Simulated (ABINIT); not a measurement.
# Beyond one shot: H6PbCBr3N (Pm), part 3 of 3

Aim: iterate the self-energy on H6PbCBr3N (Pm) and follow the gap from cycle to cycle.

ABINIT 10.8.3; PBEsol and many-body steps on it, plane waves. Known limits of the many-body steps: not at the basis limit; no spin-orbit coupling; coarse k mesh.

So far. Step 8 (evGW0, cycle 4): Against the cycle before, the gap moves by −0.001 eV. Step 11 (evGW, cycle 1): Against G0W0 in ABINIT (2×2×2 mesh, 165 bands, screening to 89.8 eV, Godby-Needs plasmon pole), the gap moves by +0.737 eV.

### 14. evGW, cycle 2

This step: evGW on PBEsol, plane waves, norm-conserving pseudopotentials.

Contents of run.abi:

```
acell 3*1.0 Angstrom
rprim 
  6.038531000000 -0.000000000000 -0.000000000000
  -0.000000000000 6.059680000000 0.000000000000
  -0.007679000000 0.000000000000 6.128174000000
ntypat 5
znucl 1 82 6 35 7
natom 12
typat 1 1 1 1 1 1 2 3 4 4 4 5
xred 
  0.218258000000 0.862101000000 0.968190000000
  0.177786000000 0.000000000000 0.198636000000
  0.825095000000 0.851944000000 0.061619000000
  0.869341000000 0.000000000000 0.811715000000
  0.825095000000 0.148056000000 0.061619000000
  0.218258000000 0.137899000000 0.968190000000
  0.475266000000 0.500000000000 0.477994000000
  0.897311000000 0.000000000000 0.988520000000
  0.430028000000 0.500000000000 0.972748000000
  0.434852000000 0.000000000000 0.512708000000
  0.966538000000 0.500000000000 0.440736000000
  0.140606000000 0.000000000000 0.032465000000
pp_dirpath "pseudos"
pseudos "H.upf, Pb.upf, C.upf, Br.upf, N.upf"
ecut 37
ngkpt 2 2 2
nshiftk 1
shiftk 0 0 0
kptopt 1
chksymbreak 0
istwfk *1
occopt 1
irdwfk 1
optdriver 4
nband 165
gwcalctyp 10
ecutsigx 37
symsigma 1
nkptgw 8
kptgw 
  0.0000000000 0.0000000000 0.0000000000
  0.5000000000 0.0000000000 0.0000000000
  0.0000000000 0.5000000000 0.0000000000
  0.5000000000 0.5000000000 0.0000000000
  0.0000000000 0.0000000000 0.5000000000
  0.5000000000 0.0000000000 0.5000000000
  0.0000000000 0.5000000000 0.5000000000
  0.5000000000 0.5000000000 0.5000000000
bdgw 
  30 51
  30 51
  30 51
  30 51
  30 51
  30 51
  30 51
  30 51
ecuteps 3.3
irdscr 1
ppmodel 1
irdqps 1
indata_prefix "in"
outdata_prefix "out"
tmpdata_prefix "tmp"
```

The run is started by

```console
> OMP_NUM_THREADS=1 mpirun -n 8 abinit run.abi > log
```

Numbers of over 12 decimals in the logs are rounded to 6 here.

The log of the run:

```text
.Version 10.8.3 of ABINIT. v10.8.2 released Aug 2026.

 Symmetries : space group Pm (#  6); Bravais mP (primitive monocl.)
[... echo of the input left out ...]
== DATASET  1 ==================================================================
-   mpi_nproc: 8, omp_nthreads: 1 (-1 if OMP is not activated)

--- !DatasetInfo
iteration_state: {dtset: 1, }
dimensions: {natom: 12, nkpt: 8, mband: 165, nsppol: 1, nspinor: 1, nspden: 1, mpw: 16306, }
cutoff_energies: {ecut:  37.0, pawecutdg:  -1.0, }
[...]
.  kptgw no:  3; Maximum DeltaE = (   0.024   0.000) for band index:  1
[...]
.  kptgw no:  7; Maximum DeltaE = (   0.017  -0.000) for band index:  1
.  kptgw no:  8; Maximum DeltaE = (   0.018   0.000) for band index:  1

== END DATASET(S) ==============================================================
================================================================================

 -outvars: echo values of variables after computation  --------
           etotal      0.0000000000E+00
            nband         165
             nkpt           8
          spgroup           6
 [... the other variables as echoed above ...]

 Calculation completed.
```

Wall time 5.8 min (8 MPI ranks of Arm Neoverse V1, shared host); peak memory 9.5 GiB; 46 min of CPU time.

Numbers from this step:

- quasiparticle gap on the mesh: 4.623 eV
- gap of the density functional on the mesh: 2.005 eV
- k of the valence top: 0.5, 0.5, 0.5
- k of the conduction bottom: 0.5, 0.5, 0.5
- least direct quasiparticle gap on the computed points: 4.623 eV

Against the cycle before, the gap moves by +0.053 eV.

### 15. Screening, 2×2×2 mesh, 165 bands, screening to 89.8 eV

This step: RPA screening on PBEsol, plane waves, norm-conserving pseudopotentials.

Edit run.abi of step 14 so:

```diff
@@ -33,30 +33,13 @@
 irdwfk 1
-optdriver 4
+optdriver 3
 nband 165
+ecuteps 3.3
+inclvkb 2
+awtr 1
+symchi 1
 gwcalctyp 10
-ecutsigx 37
-symsigma 1
-nkptgw 8
-kptgw 
-  0.0000000000 0.0000000000 0.0000000000
-  0.5000000000 0.0000000000 0.0000000000
-  0.0000000000 0.5000000000 0.0000000000
-  0.5000000000 0.5000000000 0.0000000000
-  0.0000000000 0.0000000000 0.5000000000
-  0.5000000000 0.0000000000 0.5000000000
-  0.0000000000 0.5000000000 0.5000000000
-  0.5000000000 0.5000000000 0.5000000000
-bdgw 
-  30 51
-  30 51
-  30 51
-  30 51
-  30 51
-  30 51
-  30 51
-  30 51
-ecuteps 3.3
-irdscr 1
-ppmodel 1
-irdqps 1
+mbpt_sciss 2.903 eV
+nqptdm 1
+qptdm 
+  0 0 0
 indata_prefix "in"
```

The log of the run:

```text
.Version 10.8.3 of ABINIT. v10.8.2 released Aug 2026.

 Symmetries : space group Pm (#  6); Bravais mP (primitive monocl.)
[... echo of the input left out ...]
== DATASET  1 ==================================================================
-   mpi_nproc: 8, omp_nthreads: 1 (-1 if OMP is not activated)

--- !DatasetInfo
iteration_state: {dtset: 1, }
dimensions: {natom: 12, nkpt: 8, mband: 165, nsppol: 1, nspinor: 1, nspden: 1, mpw: 16306, }
cutoff_energies: {ecut:  37.0, pawecutdg:  -1.0, }
[...]
[... chi0 elements left out ...]
 For q-point:  0.000010 0.000020 0.000030
  dielectric constant =   4.1747
  dielectric constant without local fields =   4.6247

  Average fulfillment of the sum rule on Im[epsilon] for q-point    1 :     49.61  [%]
[... wings left out ...]
== END DATASET(S) ==============================================================
================================================================================

 -outvars: echo values of variables after computation  --------
           etotal      0.0000000000E+00
            nband         165
             nkpt           8
          spgroup           6
 [... the other variables as echoed above ...]

 Calculation completed.
```

The job ended after 1.7 min (8 MPI ranks; peak memory 8.4 GiB).

Numbers from this step:

| Quantity | Value |
| --- | --- |
| ε∞ with local fields, on this mesh, along the program's q direction | 4.175 |
| the same without local fields | 4.625 |
| plasma frequency | 23.26 eV |
| plane waves in the screening matrix | 453 |

This screening uses the functional's bands under a rigid shift, the mean opening of the cycle before.

### 16. Screening, 2×2×2 mesh, 165 bands, screening to 89.8 eV

This step: RPA screening on PBEsol from quasiparticle energies, plane waves, norm-conserving pseudopotentials.

Edit run.abi of step 15 so:

```diff
@@ -39,7 +39,13 @@
 symchi 1
+irdqps 1
 gwcalctyp 10
-mbpt_sciss 2.903 eV
-nqptdm 1
+nqptdm 7
 qptdm 
-  0 0 0
+  0.5000000000 0.0000000000 0.0000000000
+  0.0000000000 0.5000000000 0.0000000000
+  0.5000000000 0.5000000000 0.0000000000
+  0.0000000000 0.0000000000 0.5000000000
+  0.5000000000 0.0000000000 0.5000000000
+  0.0000000000 0.5000000000 0.5000000000
+  0.5000000000 0.5000000000 0.5000000000
 indata_prefix "in"
```

Contents of mrgscr.stdin:

```
2
merged
q0_SCR
out_SCR
1
```

The run is started by

```console
> OMP_NUM_THREADS=1 mpirun -n 8 abinit run.abi > log; mrgscr < mrgscr.stdin
```

The log of the run:

```text
.Version 10.8.3 of ABINIT. v10.8.2 released Aug 2026.

 Symmetries : space group Pm (#  6); Bravais mP (primitive monocl.)
[... echo of the input left out ...]
== DATASET  1 ==================================================================
-   mpi_nproc: 8, omp_nthreads: 1 (-1 if OMP is not activated)

--- !DatasetInfo
iteration_state: {dtset: 1, }
dimensions: {natom: 12, nkpt: 8, mband: 165, nsppol: 1, nspinor: 1, nspden: 1, mpw: 16306, }
cutoff_energies: {ecut:  37.0, pawecutdg:  -1.0, }
[...]
q-point number  1        q = ( 0.500000, 0.000000, 0.000000) [r.l.u.]
--------------------------------------------------------------------------------
[... chi0 elements left out ...]
  Average fulfillment of the sum rule on Im[epsilon] for q-point    2 :     53.81  [%]

--------------------------------------------------------------------------------
  q-point number  2        q = ( 0.000000, 0.500000, 0.000000) [r.l.u.]
--------------------------------------------------------------------------------
[... chi0 elements left out ...]
  Average fulfillment of the sum rule on Im[epsilon] for q-point    3 :     53.92  [%]

 [... 5 further q-points ...]
```

The job ended after 76 s (8 MPI ranks; peak memory 6.8 GiB; 10 min of CPU time).

Numbers from this step:

```yaml
plasma_frequency: 23.26 eV
plane_waves_in_the_screening_matrix: 453
```

This screening reads the quasiparticle levels of the cycle before.

### 17. evGW, cycle 3

This step: evGW on PBEsol, plane waves, norm-conserving pseudopotentials.

Edit run.abi of step 16 so:

```diff
@@ -33,12 +33,10 @@
 irdwfk 1
-optdriver 3
+optdriver 4
 nband 165
-ecuteps 3.3
-inclvkb 2
-awtr 1
-symchi 1
-irdqps 1
 gwcalctyp 10
-nqptdm 7
-qptdm 
+ecutsigx 37
+symsigma 1
+nkptgw 8
+kptgw 
+  0.0000000000 0.0000000000 0.0000000000
   0.5000000000 0.0000000000 0.0000000000
@@ -50,2 +48,15 @@
   0.5000000000 0.5000000000 0.5000000000
+bdgw 
+  30 51
+  30 51
+  30 51
+  30 51
+  30 51
+  30 51
+  30 51
+  30 51
+ecuteps 3.3
+irdscr 1
+ppmodel 1
+irdqps 1
 indata_prefix "in"
```

The run is started by

```console
> OMP_NUM_THREADS=1 mpirun -n 8 abinit run.abi > log
```

The log of the run:

```text
.Version 10.8.3 of ABINIT. v10.8.2 released Aug 2026.

 Symmetries : space group Pm (#  6); Bravais mP (primitive monocl.)
[... echo of the input left out ...]
== DATASET  1 ==================================================================
-   mpi_nproc: 8, omp_nthreads: 1 (-1 if OMP is not activated)

--- !DatasetInfo
iteration_state: {dtset: 1, }
dimensions: {natom: 12, nkpt: 8, mband: 165, nsppol: 1, nspinor: 1, nspden: 1, mpw: 16306, }
cutoff_energies: {ecut:  37.0, pawecutdg:  -1.0, }
[...]
.  kptgw no:  3; Maximum DeltaE = (   0.002  -0.000) for band index:  4
[...]
.  kptgw no:  7; Maximum DeltaE = (   0.002  -0.000) for band index:  2
.  kptgw no:  8; Maximum DeltaE = (   0.002   0.000) for band index:  1

== END DATASET(S) ==============================================================
================================================================================

 -outvars: echo values of variables after computation  --------
           etotal      0.0000000000E+00
            nband         165
             nkpt           8
          spgroup           6
 [... the other variables as echoed above ...]

 Calculation completed.
```

The job ended after 5.8 min (8 MPI ranks; peak memory 9.5 GiB; 47 min of CPU time).

This step gave:

| Property | Result |
| --- | --- |
| quasiparticle gap on the mesh | 4.628 eV |
| gap of the density functional on the mesh | 2.005 eV |
| k of the valence top | 0.5, 0.5, 0.5 |
| k of the conduction bottom | 0.5, 0.5, 0.5 |
| least direct quasiparticle gap on the computed points | 4.628 eV |

Against the cycle before, the gap moves by +0.005 eV.

### 18. Side by side

Times are wall times on 8 MPI ranks of Arm Neoverse V1, shared host, good to a factor of about two. A run's time includes the screening step that it read.

```tsv
run	mesh	bands	screening cutoff (eV)	DFT gap (eV)	gap on the mesh (eV)	direct (eV)	ε∞ used	time
G0W0	2×2×2	165	89.8	2.005	3.833	3.833	6.43	3.2 min
evGW0, cycle 1	2×2×2	165	89.8	2.005	4.263	4.263	6.43	8.6 min
evGW0, cycle 2	2×2×2	165	89.8	2.005	4.082	4.082	6.43	8.6 min
evGW0, cycle 3	2×2×2	165	89.8	2.005	4.095	4.095	6.43	8.6 min
evGW0, cycle 4	2×2×2	165	89.8	2.005	4.094	4.094	6.43	8.5 min
evGW, cycle 1	2×2×2	165	89.8	2.005	4.570	4.570	4.44	8.6 min
evGW, cycle 2	2×2×2	165	89.8	2.005	4.623	4.623	4.20	8.6 min
evGW, cycle 3	2×2×2	165	89.8	2.005	4.628	4.628	4.17	8.8 min
```

### 19. Results

| Item | Value |
| --- | --- |
| G0W0 | 3.833 eV |
| evGW0, cycle 1 | 4.263 eV |
| evGW0, cycle 2 | 4.082 eV |
| evGW0, cycle 3 | 4.095 eV |
| evGW0, cycle 4 | 4.094 eV |
| evGW, cycle 1 | 4.570 eV |
| evGW, cycle 2 | 4.623 eV |
| evGW, cycle 3 | 4.628 eV |
| known limits | not at the basis limit; no spin-orbit coupling; coarse k mesh |

Only the bands that the input lists are updated; the others, empty or deep, keep the functional's energies or take a rigid shift. The evGW loop starts from the last levels of evGW0, so its cycles and time come on top of those. evGW0 ends at 4.09 eV, +0.26 eV from G0W0, after 4 cycles that took 23 min beside the first screening; the last moved the gap by 0.001 eV. evGW ends at 4.63 eV, +0.79 eV from G0W0, after 3 cycles that took 26 min beside the first screening; the last moved the gap by 0.005 eV. The first cycle of evGW0 takes the full correction, without the factor Z, so it overshoots the one-shot value. Bands and cutoff are finite, so the gap is not at the basis limit. The miss can reach some tenths of an eV and take either sign; the mesh is an error of its own. The 2×2×2 mesh is coarse for this cell, which bears on the long-range parts of exchange and screening. Where an edge is built on 6p states of lead, bismuth or thallium, scalar-relativistic gaps usually stand too wide, by a few tenths to over one eV. In the updated screening the q = 0 part is built from Kohn-Sham bands under a rigid shift, the other q from the quasiparticle levels. The many-body steps are scalar-relativistic: spin-orbit coupling is not in them.

[Paths, hosts, dates, memory and timing lines, banners, echoed tables and standing remarks are left out of the program output.]

[Logs are printed without paths, hosts, clocks, repeated set-up lines and the standing remarks that a program may print on its own settings, such as how far it seeks lower states.]

[Runs of the session that timed out or met a known fault of the program may be left out.]

[Hosts, paths, dates, database ids (printed as entryN), source tags and the programs' standing remarks are cut or masked in the printed files.]

[G0W0 gaps are taken among the corrected bands and points alone; a level outside them can change the order at an edge.]

[Where Ansatz stands beside ABINIT at settings called matched, ABINIT's density can come from a denser mesh and the files from another edition; pairs whose starting gaps differed by over 0.03 eV were left out, so agreement reads better than it is.]
